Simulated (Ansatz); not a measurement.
## Changed inputs in constrained RPA: SrVO3 (cubic perovskite) (Pm-3m)

What does U in SrVO3 (cubic perovskite) (Pm-3m) depend on besides the window?

Main program and level: Ansatz 0.2.0; constrained RPA on LDA, plane waves, PAW.

### 1. The starting structure

It takes space group Pm-3m (No. 221, cubic). Conventional cell: a = 3.773 Å, b = 3.773 Å, c = 3.773 Å, α = 90.00°, β = 90.00°, γ = 90.00°. Nearest to Sr lie 12 O at 2.67 Å. Nearest to V lie 6 O at 1.89 Å. Nearest to O lie 2 V at 1.89 Å and 4 Sr at 2.67 Å. Farther neighbours and most contacts between anions are not listed.

Coordinates:

```cif
data_structure
_symmetry_space_group_name_H-M 'Pm-3m'
_symmetry_Int_Tables_number 221
_cell_length_a 3.7729
_cell_length_b 3.7729
_cell_length_c 3.7729
_cell_angle_alpha 90.000
_cell_angle_beta 90.000
_cell_angle_gamma 90.000
_cell_volume 53.71
loop_
_atom_site_label
_atom_site_type_symbol
_atom_site_symmetry_multiplicity
_atom_site_Wyckoff_symbol
_atom_site_fract_x
_atom_site_fract_y
_atom_site_fract_z
_atom_site_occupancy
Sr1 Sr 1 a 0.00000 0.00000 0.00000 1
V1 V 1 b 0.50000 0.50000 0.50000 1
O1 O 3 c 0.00000 0.50000 0.50000 1
```

The structure was relaxed with LDA. The structure type comes from a generator and need not be one that this composition takes. The structure was generated from a model, not taken from a measurement. The runs that relaxed it are not among those shown. The program's search for lower electronic states was switched off, so nothing shows that the state found is the lowest. The default PAW set here is soft_2. Its files were made with PBE.

### 2. Base: V t2g, bands v1 to c2, 6×6×6 mesh, medium accuracy

Constrained RPA screens the interaction with every transition except those inside the target bands, which a later many-body model would treat itself.

The input, input.yaml:

```yaml
crystal:
  lattice:
    - [0.0, -3.77292336, 0.0]
    - [0.0, 0.0, 3.77292336]
    - [-3.77292336, 0.0, 0.0]
  atoms:
    - { symbol: Sr, position: [0.0, 0.0, 0.0] }
    - { symbol: V, position: [0.5, 0.5, 0.5] }
    - { symbol: O, position: [0.5, 0.5, 0.0] }
    - { symbol: O, position: [0.5, 0.0, 0.5] }
    - { symbol: O, position: [0.0, 0.5, 0.5] }
kpoints:
  mp_grid: { grid: [6, 6, 6] }
hamiltonian:
  xc: lda
scf:
  occupations: { method: gaussian, width: 0.08 }
  n_extra_bands: 19
  max_iter: 150
  lower_state_search: "off"
output:
  crpa:
    kmesh: [6, 6, 6]
    target_bands: [v1, c2]
    projections: [{ species: V, l: d, shell: 3, orbitals: [dxz, dyz, dxy] }]
  local_orbitals:
    kmesh: [6, 6, 6]
    orbitals: [{ species: V, l: d, shell: 3, orbitals: [dxz, dyz, dxy] }]
    window: { bands: [v1, c2] }
    seedname: lo
```

Command:

```console
$ ansatz run input.yaml --threads 4 --pin off --max-ram 14745MiB --backend cpu --events-out ev --progress --plain --runs-dir out
```

Numbers of over 12 decimals in the logs are rounded to 6 here.

What it wrote:

```text
scf.n_extra_bands = 19 over 21 filled bands (N_el = 41.0): the run solves 40 bands
Engine: ansatz 0.2.0, aarch64-unknown-linux-gnu
Pseudopotentials: kind: paw
Pseudopotential: Sr, paw, valence charge 10, recommended cutoff 420 eV (normal), Sr.paw.azcp
Pseudopotential: V, paw, valence charge 13, recommended cutoff 420 eV (normal), V.paw.azcp
Pseudopotential: O, paw, valence charge 6, recommended cutoff 420 eV (normal), O.paw.azcp
Functional definition: SPW92
  exchange = slater_x
  correlation = pw_c
Crystal: 5 atoms, lattice volume = 53.707 Å³
Basis set: ecut = 420 eV, 1021 PW (Γ)
Bands: 40, of which v1, the nominal top of the filled ones, is band 21 counted from 1 (20 counted from 0)
Symmetry: 48 space group operations
Space group: Pm-3m (ITA 221), of the structure as read, at distance tolerance 3.8e-5 Å
k-points: 20 of 216
Non-local potential: Sr, projectors of the file, l = 0: 3, l = 1: 2, l = 2: 2
Non-local potential: V, projectors of the file, l = 0: 3, l = 1: 2, l = 2: 3, l = 3: 1
Non-local potential: O, projectors of the file, l = 0: 2, l = 1: 2, l = 2: 1
PAW form: soft (Blöchl's): semilocal exchange-correlation on the pseudo side does not see the compensation charge
PAW frozen core: Sr, regenerated for the run's functional, and the local potential with it (the file was generated under x = pbe(κ = 0.804, μ = 0.219515), c = pbe(β = 0.066725))
PAW frozen core: V, regenerated for the run's functional, and the local potential with it (the file was generated under x = pbe(κ = 0.804, μ = 0.219515), c = pbe(β = 0.066725))
PAW frozen core: O, regenerated for the run's functional, and the local potential with it (the file was generated under x = pbe(κ = 0.804, μ = 0.219515), c = pbe(β = 0.066725))
PAW one-centre angular grid: Sr, 110 points (default); XC on 64 Gauss nodes
PAW one-centre angular grid: V, 590 points (default); XC on 64 Gauss nodes
PAW one-centre angular grid: O, 110 points (default); XC on 64 Gauss nodes
Initial density: superposition of atomic densities (neutral atoms: chi_scale 0, normalization atom), corrected by the library's trained network
Initial wavefunctions: pseudopotential atomic-orbital guess
Functional: x = slater, c = lda
SCF iter   1: F=—  HF=-7977.719160 eV  |F-HF|=—  |Δ(HF+E_count)|=         —  Δρ=1.95e-2  dr2=1.83e-1  ethr=1.77e-3  ⟨swp⟩=7.5  Hψ=3951  notcnv=0  defer=148
preconditioner: auto → Resta (q_TF=auto, 2.608 Å⁻¹)  ε∞=3.1  [insulator: Δε(μ)=0.085 eV  Ē_g=19.552 eV  σ=0.080 eV  W_gap=0.52  n_scr=18 (ndim 8)  ℏωp=28.2 eV  f_vac=0.000  D(μ)=2.01/eV (n_scr^D=18)  ε∞_Penn≈3.1]
SCF iter   2: F=—  HF=-7977.687447 eV  |F-HF|=—  |Δ(HF+E_count)|=   3.17e-2  Δρ=9.79e-3  dr2=5.17e-2  ethr=4.46e-4  ⟨swp⟩=2.0  Hψ=1059  notcnv=0  defer=205
[...]
SCF 1 converged in 6 iterations: F = -7977.676588 eV  dr2 = 3.09e-8
[...]
NSCF: frozen V_eff on 23 k-points
NSCF: frozen V_eff on 20 k-points
[...]
cRPA screening: q 1/216
cRPA screening: q 2/216
cRPA screening: q 8/216 (q-point 3)
cRPA screening: q 14/216 (q-point 4)
cRPA screening: q 17/216 (q-point 8)
cRPA screening: q 29/216 (q-point 9)
cRPA screening: q 53/216 (q-point 10)
cRPA screening: q 65/216 (q-point 15)
cRPA screening: q 77/216 (q-point 16)
cRPA screening: q 89/216 (q-point 22)
[...]
cRPA screening: q 190/216 (q-point 87)
cRPA screening: q 198/216 (q-point 88)
cRPA screening: q 210/216 (q-point 94)
cRPA screening: q 216/216 (q-point 130)
SCF converged after 6 iterations
Free energy (F): -7977.676588 eV
Harris-Foulkes:  -7977.676588 eV  (|F-HF|=2.22e-8)
Internal energy: -7977.669825 eV  (E = F + TS)
E sigma→0 (E₀):  -7977.673207 eV
Entropy (-TS):   -0.006763 eV (-1.353 meV/atom)
Fermi energy:    13.004743 eV
--- Per-component energies (eV) ---
  E_band       = -198.013394
  E_kinetic    = 1112.032526
  E_local      = -2570.746780  (includes V_loc(G=0)·N_el)
  E_nonlocal   = 310.057954
  E_hartree    = 955.057053
  E_xc         = -522.740238
  E_vxc        = -612.061054  (∫ρ·V_xc dr)
  E_paw        = -4097.196328  (= ΣΔE_a)
  E_vpaw       = -347.426614  (= ΣTr[D̂ρ^β])
  E_aug_tail   = 0.007763  (compensation charges beyond the density's cutoff)
  E_ewald      = -3165.072826
  E_core_change = 0.931050  (= ΣΔE_core)
  E_smearing   = -0.006763  (= −TS)
  E_closure    = 0.000000  (closes the sum)
  Σ components = -7977.676588   (vs F -7977.676588, Δ=0.00e0)
--- Band table (eV; the first three rows and the last of 20) ---
  k-point 0: bands = [... 17 lower, 10.5619, 10.5619, 10.5619, 11.9927, 11.9927, 11.9927, 14.5521, 14.5521, ... 15 higher]
  k-point 1: bands = [... 17 lower, 9.7280, 10.3534, 10.3534, 12.0280, 12.6988, 12.6988, 14.5667, 15.4033, ... 15 higher]
  k-point 2: bands = [... 17 lower, 8.8147, 10.1469, 10.1469, 12.1006, 13.7106, 13.7106, 14.5830, 16.5761, ... 15 higher]
  k-point 19: bands = [... 17 lower, 10.9113, 10.9113, 10.9113, 14.7755, 14.7755, 14.7755, 18.3486, 18.3486, ... 15 higher]
--- cRPA (band scheme, projected local orbitals): target bands 21..23 (1-based), 3 Wannier function(s), 6×6×6 mesh, 46 bands' worth read of 51 solved, ecut_chi 136.0 eV, v(q+G=0) probe_charge, pair densities all_electron ---
  bands read: the sum over 46 bands ends inside a degenerate multiplet in 18 slots, whose members it reads at an even weight; the widest, k=0: bands 45 to 47 (counted from 1) at 2/3 each
  χ-basis size per q: N_G = 179..208
  window electrons = 1.0000, filled by tetrahedron_uncorrected; constrained ε̄⁻¹(q = 0, 0) head = 0.172017; min gauge Gram eig = 0.7041
  Kanamori averages over each shell's own Wannier functions (sites counted from 0, functions from 1):
    Site 1, 3D, 3 of 5 d orbitals (Wannier functions 1, 2, 3; wannier90's mr 2, 3, 5):
      screened: U = 3.2844 eV, U' = 2.4340 eV, J = 0.4070 eV
      screened, to within: U = 4.8e-3 eV, U' = 4.8e-3 eV, J = 6.5e-4 eV
      bare: V = 16.0616 eV, V' = 14.8818 eV, J = 0.5513 eV
  Hermiticity witness max|P − P†| over intra, direct and exchange elements: 5.33e-15 eV (screened), 2.86e-20 eV (bare)
  Reality witness max|Im| over intra, direct and exchange elements: 1.90e-19 eV (screened), 1.09e-18 eV (bare)
```

The job ended after 2.3 min (4 threads of Arm Neoverse V1, shared host; peak memory 0.68 GiB; 8.8 min of CPU time).

This step gave:

| Property | Result |
| --- | --- |
| U | 3.284 eV |
| U prime (inter-orbital) | 2.434 eV |
| J | 0.4070 eV |
| bare V | 16.06 eV |
| bare J | 0.5513 eV |
| stated bound on U | 0.004784 eV |
| U over bare V | 0.2045 |
| electrons in the window | 1.0000 |
| head of the constrained inverse dielectric matrix | 0.1720 |
| least eigenvalue of the projection's overlap | 0.7041 |
| target functions | 3 |
| bands in the sums | 46 |
| r.m.s. miss of the model bands | 0.003784 eV |
| width of the target bands | 2.783 eV |
| weight of the projected orbitals in the window | 0.7778 |

On the V t2g shell, screening brings the on-site interaction from 16.1 eV down to U = 3.28 eV.

### 3. Changed: 4×4×4 mesh

input.yaml, the sections that differ from step 2:

```yaml
output:
  crpa:
    kmesh: [4, 4, 4]
    target_bands: [v1, c2]
    projections: [{ species: V, l: d, shell: 3, orbitals: [dxz, dyz, dxy] }]
# crystal, kpoints, hamiltonian, scf: as in step 2
```

What it wrote:

```text
[...]
Crystal: 5 atoms, lattice volume = 53.707 Å³
Basis set: ecut = 420 eV, 1021 PW (Γ)
Bands: 40, of which v1, the nominal top of the filled ones, is band 21 counted from 1 (20 counted from 0)
Symmetry: 48 space group operations
[...]
k-points: 20 of 216
[...]
SCF iter   1: F=—  HF=-7977.719160 eV  |F-HF|=—  |Δ(HF+E_count)|=         —  Δρ=1.95e-2  dr2=1.83e-1  ethr=1.77e-3  ⟨swp⟩=7.5  Hψ=3951  notcnv=0  defer=148
[...]
SCF iter   6: F=-7977.676588 eV  HF=-7977.676588 eV  |F-HF|=2.22e-8  |Δ(HF+E_count)|=   1.76e-7  Δρ=7.75e-6  dr2=3.09e-8  ethr=2.44e-10  ⟨swp⟩=11.6  Hψ=4402  notcnv=0
SCF 1 converged in 6 iterations: F = -7977.676588 eV  dr2 = 3.09e-8
[...]
NSCF: frozen V_eff on 10 k-points
[...]
cRPA screening: q 1/64
cRPA screening: q 2/64
cRPA screening: q 8/64 (q-point 3)
cRPA screening: q 11/64 (q-point 6)
cRPA screening: q 23/64 (q-point 7)
cRPA screening: q 35/64 (q-point 11)
cRPA screening: q 38/64 (q-point 22)
cRPA screening: q 46/64 (q-point 23)
cRPA screening: q 58/64 (q-point 27)
cRPA screening: q 64/64 (q-point 43)
SCF converged after 6 iterations
Free energy (F): -7977.676588 eV
[...]
Internal energy: -7977.669825 eV  (E = F + TS)
E sigma→0 (E₀):  -7977.673207 eV
Entropy (-TS):   -0.006763 eV (-1.353 meV/atom)
Fermi energy:    13.004743 eV
[...]
--- Band table (eV; the first three rows and the last of 20) ---
  k-point 0: bands = [... 17 lower, 10.5619, 10.5619, 10.5619, 11.9927, 11.9927, 11.9927, 14.5521, 14.5521, ... 15 higher]
  k-point 1: bands = [... 17 lower, 9.7280, 10.3534, 10.3534, 12.0280, 12.6988, 12.6988, 14.5667, 15.4033, ... 15 higher]
  k-point 2: bands = [... 17 lower, 8.8147, 10.1469, 10.1469, 12.1006, 13.7106, 13.7106, 14.5830, 16.5761, ... 15 higher]
  k-point 19: bands = [... 17 lower, 10.9113, 10.9113, 10.9113, 14.7755, 14.7755, 14.7755, 18.3486, 18.3486, ... 15 higher]
[...]
χ-basis size per q: N_G = 179..208
[...]
Site 1, 3D, 3 of 5 d orbitals (Wannier functions 1, 2, 3; wannier90's mr 2, 3, 5):
      screened: U = 3.2913 eV, U' = 2.4376 eV, J = 0.4085 eV
      screened, to within: U = 4.8e-3 eV, U' = 4.8e-3 eV, J = 6.6e-4 eV
      bare: V = 16.1286 eV, V' = 14.9453 eV, J = 0.5533 eV
[...]
```

Wall time 24 s (4 threads); peak memory 0.51 GiB.

This step gave:

- U: 3.291 eV
- U prime (inter-orbital): 2.438 eV
- J: 0.4085 eV
- bare V: 16.13 eV
- bare J: 0.5533 eV
- stated bound on U: 0.004745 eV
- U over bare V: 0.2041
- electrons in the window: 1.000
- head of the constrained inverse dielectric matrix: 0.1636
- least eigenvalue of the projection's overlap: 0.7041
- target functions: 3
- bands in the sums: 46
- width of the target bands: 2.783 eV
- weight of the projected orbitals in the window: 0.7778

On the V t2g shell, screening brings the on-site interaction from 16.1 eV down to U = 3.29 eV.

### 4. Changed: 8×8×8 mesh

Edit input.yaml of step 3 so:

```diff
@@ -22,3 +22,3 @@
   crpa:
-    kmesh: [4, 4, 4]
+    kmesh: [8, 8, 8]
     target_bands: [v1, c2]
```

What it wrote:

```text
[...]
Crystal: 5 atoms, lattice volume = 53.707 Å³
Basis set: ecut = 420 eV, 1021 PW (Γ)
Bands: 40, of which v1, the nominal top of the filled ones, is band 21 counted from 1 (20 counted from 0)
Symmetry: 48 space group operations
[...]
k-points: 20 of 216
[...]
k-point 19: bands = [... 17 lower, 10.9113, 10.9113, 10.9113, 14.7755, 14.7755, 14.7755, 18.3486, 18.3486, ... 15 higher]
[...]
χ-basis size per q: N_G = 179..208
[...]
Site 1, 3D, 3 of 5 d orbitals (Wannier functions 1, 2, 3; wannier90's mr 2, 3, 5):
      screened: U = 3.2910 eV, U' = 2.4408 eV, J = 0.4069 eV
      screened, to within: U = 4.9e-3 eV, U' = 4.9e-3 eV, J = 6.5e-4 eV
      bare: V = 16.0511 eV, V' = 14.8718 eV, J = 0.5512 eV
[...]
[key lines of the parts left out:]
SCF converged after 6 iterations
Free energy (F): -7977.676588 eV
Fermi energy:    13.004743 eV
```

Run time: 9.5 min. Hardware: 4 threads; peak memory 1 GiB; 37 min of CPU time.

This step gave:

```yaml
u: 3.291 eV
u_prime_inter_orbital: 2.441 eV
j: 0.4069 eV
bare_v: 16.05 eV
bare_j: 0.5512 eV
stated_bound_on_u: 0.004857 eV
u_over_bare_v: 0.2050
electrons_in_the_window: 1.0000
head_of_the_constrained_inverse_dielectric_matrix: 0.1751
least_eigenvalue_of_the_projection_s_overlap: 0.7041
target_functions: 3
bands_in_the_sums: 46
width_of_the_target_bands: 2.783 eV
weight_of_the_projected_orbitals_in_the_window: 0.7778
```

On the V t2g shell, screening brings the on-site interaction from 16.1 eV down to U = 3.29 eV.

### 5. Changed: 2×2×2 mesh

Edit input.yaml of step 4 so:

```diff
@@ -22,3 +22,3 @@
   crpa:
-    kmesh: [8, 8, 8]
+    kmesh: [2, 2, 2]
     target_bands: [v1, c2]
```

What it wrote:

```text
[...]
Crystal: 5 atoms, lattice volume = 53.707 Å³
Basis set: ecut = 420 eV, 1021 PW (Γ)
Bands: 40, of which v1, the nominal top of the filled ones, is band 21 counted from 1 (20 counted from 0)
Symmetry: 48 space group operations
[...]
k-points: 20 of 216
[...]
k-point 19: bands = [... 17 lower, 10.9113, 10.9113, 10.9113, 14.7755, 14.7755, 14.7755, 18.3486, 18.3486, ... 15 higher]
[...]
χ-basis size per q: N_G = 179..208
[...]
Site 1, 3D, 3 of 5 d orbitals (Wannier functions 1, 2, 3; wannier90's mr 2, 3, 5):
      screened: U = 3.5701 eV, U' = 2.6579 eV, J = 0.4361 eV
      screened, to within: U = 4.7e-3 eV, U' = 4.7e-3 eV, J = 7.4e-4 eV
      bare: V = 16.9474 eV, V' = 15.7064 eV, J = 0.5838 eV
[...]
[key lines of the parts left out:]
SCF converged after 6 iterations
Free energy (F): -7977.676588 eV
Fermi energy:    13.004743 eV
```

Run time: 4.2 s. Hardware: 4 threads; peak memory 0.44 GiB.

Numbers from this step:

* U: 3.570 eV
* U prime (inter-orbital): 2.658 eV
* J: 0.4361 eV
* bare V: 16.95 eV
* bare J: 0.5838 eV
* stated bound on U: 0.004630 eV
* U over bare V: 0.2107
* electrons in the window: 1.0000
* head of the constrained inverse dielectric matrix: 0.1257
* least eigenvalue of the projection's overlap: 0.7041
* target functions: 3
* bands in the sums: 46
* width of the target bands: 2.783 eV
* weight of the projected orbitals in the window: 0.7778

On the V t2g shell, screening brings the on-site interaction from 16.9 eV down to U = 3.57 eV.

### 6. Changed: smooth pair densities

Edit input.yaml of step 5 so:

```diff
@@ -22,4 +22,5 @@
   crpa:
-    kmesh: [2, 2, 2]
+    kmesh: [6, 6, 6]
     target_bands: [v1, c2]
     projections: [{ species: V, l: d, shell: 3, orbitals: [dxz, dyz, dxy] }]
+    pair_densities: pseudo
```

What it wrote:

```text
[...]
Crystal: 5 atoms, lattice volume = 53.707 Å³
Basis set: ecut = 420 eV, 1021 PW (Γ)
Bands: 40, of which v1, the nominal top of the filled ones, is band 21 counted from 1 (20 counted from 0)
Symmetry: 48 space group operations
[...]
k-points: 20 of 216
[...]
χ-basis size per q: N_G = 179..208
[...]
Site 1, 3D, 3 of 5 d orbitals (Wannier functions 1, 2, 3; wannier90's mr 2, 3, 5):
      screened: U = 3.3050 eV, U' = 2.4266 eV, J = 0.4201 eV
      screened, to within: U = 8.6e-3 eV, U' = 8.6e-3 eV, J = 3.8e-4 eV
      screened, sum over states alone: U = 3.5215 eV, U' = 2.4798 eV, J = 0.5024 eV
      bare: V = 16.0616 eV, V' = 14.8818 eV, J = 0.5513 eV
[...]
[key lines of the parts left out:]
SCF converged after 6 iterations
Free energy (F): -7977.676588 eV
Fermi energy:    13.004743 eV
```

Wall time 2.2 min (4 threads); peak memory 0.62 GiB; 8.3 min of CPU time.

This step gave:

| Item | Value |
| --- | --- |
| U | 3.305 eV |
| U prime (inter-orbital) | 2.427 eV |
| J | 0.4201 eV |
| bare V | 16.06 eV |
| bare J | 0.5513 eV |
| stated bound on U | 0.008565 eV |
| U over bare V | 0.2058 |
| electrons in the window | 1.0000 |
| head of the constrained inverse dielectric matrix | 0.1721 |
| least eigenvalue of the projection's overlap | 0.7041 |
| target functions | 3 |
| bands in the sums | 46 |
| width of the target bands | 2.783 eV |
| weight of the projected orbitals in the window | 0.7778 |

On the V t2g shell, screening brings the on-site interaction from 16.1 eV down to U = 3.31 eV.

### 7. Changed: accuracy low

Edit input.yaml of step 6 so:

```diff
@@ -25,2 +25,2 @@
     projections: [{ species: V, l: d, shell: 3, orbitals: [dxz, dyz, dxy] }]
-    pair_densities: pseudo
+    accuracy: low
```

What it wrote:

```text
[...]
Crystal: 5 atoms, lattice volume = 53.707 Å³
Basis set: ecut = 420 eV, 1021 PW (Γ)
Bands: 40, of which v1, the nominal top of the filled ones, is band 21 counted from 1 (20 counted from 0)
Symmetry: 48 space group operations
[...]
k-points: 20 of 216
[...]
k-point 19: bands = [... 17 lower, 10.9113, 10.9113, 10.9113, 14.7755, 14.7755, 14.7755, 18.3486, 18.3486, ... 15 higher]
[...]
χ-basis size per q: N_G = 179..208
[...]
Site 1, 3D, 3 of 5 d orbitals (Wannier functions 1, 2, 3; wannier90's mr 2, 3, 5):
      screened: U = 3.2675 eV, U' = 2.4190 eV, J = 0.4055 eV
      screened, to within: U = 6.5e-2 eV, U' = 6.5e-2 eV, J = 7.5e-3 eV
      bare: V = 16.0616 eV, V' = 14.8818 eV, J = 0.5513 eV
[...]
[key lines of the parts left out:]
SCF converged after 6 iterations
Free energy (F): -7977.676588 eV
Fermi energy:    13.004743 eV
```

Elapsed: 66 s, on 4 threads; peak memory 0.65 GiB; 4.1 min of CPU time.

Numbers from this step:

| Item | Value |
| --- | --- |
| U | 3.268 eV |
| U prime (inter-orbital) | 2.419 eV |
| J | 0.4055 eV |
| bare V | 16.06 eV |
| bare J | 0.5513 eV |
| stated bound on U | 0.06471 eV |
| U over bare V | 0.2034 |
| electrons in the window | 1.0000 |
| head of the constrained inverse dielectric matrix | 0.1720 |
| least eigenvalue of the projection's overlap | 0.7041 |
| target functions | 3 |
| bands in the sums | 46 |
| width of the target bands | 2.783 eV |
| weight of the projected orbitals in the window | 0.7778 |

On the V t2g shell, screening brings the on-site interaction from 16.1 eV down to U = 3.27 eV.

### 8. Changed: sums without a band count

Edit input.yaml of step 7 so:

```diff
@@ -25,2 +25,2 @@
     projections: [{ species: V, l: d, shell: 3, orbitals: [dxz, dyz, dxy] }]
-    accuracy: low
+    accuracy: sum_over_states
```

What it wrote:

```text
Error: 2 input errors — fix all and re-run
  1. invalid value for `output.crpa.n_empty_bands`: is left out, and the sums over bands alone (accuracy: sum_over_states under output.crpa) have no default for it, since their result follows it; type one, or take accuracy: low, medium or high under output.crpa
  2. invalid value for `output.crpa.ecut_chi`: is left out, and the sums over bands alone (accuracy: sum_over_states under output.crpa) have no default for it, since their result follows it; type one, or take accuracy: low, medium or high under output.crpa
```

Elapsed: 0.11 s, on 4 threads; peak memory 0.089 GiB.

The program refused the input before any cycle.

The program's message: “Error: 2 input errors — fix all and re-run”

The fault put into this input: sums without a band count.

(Continued in part 2 of 2.)

[Paths, hosts, dates, memory and timing lines, banners, echoed tables and standing remarks are left out of the program output.]

[Logs are printed without paths, hosts, clocks, repeated set-up lines and the standing remarks that a program may print on its own settings, such as how far it seeks lower states.]

[Runs of the session that timed out or met a known fault of the program may be left out.]

[Hosts, paths, dates, database ids (printed as entryN), source tags and the programs' standing remarks are cut or masked in the printed files.]
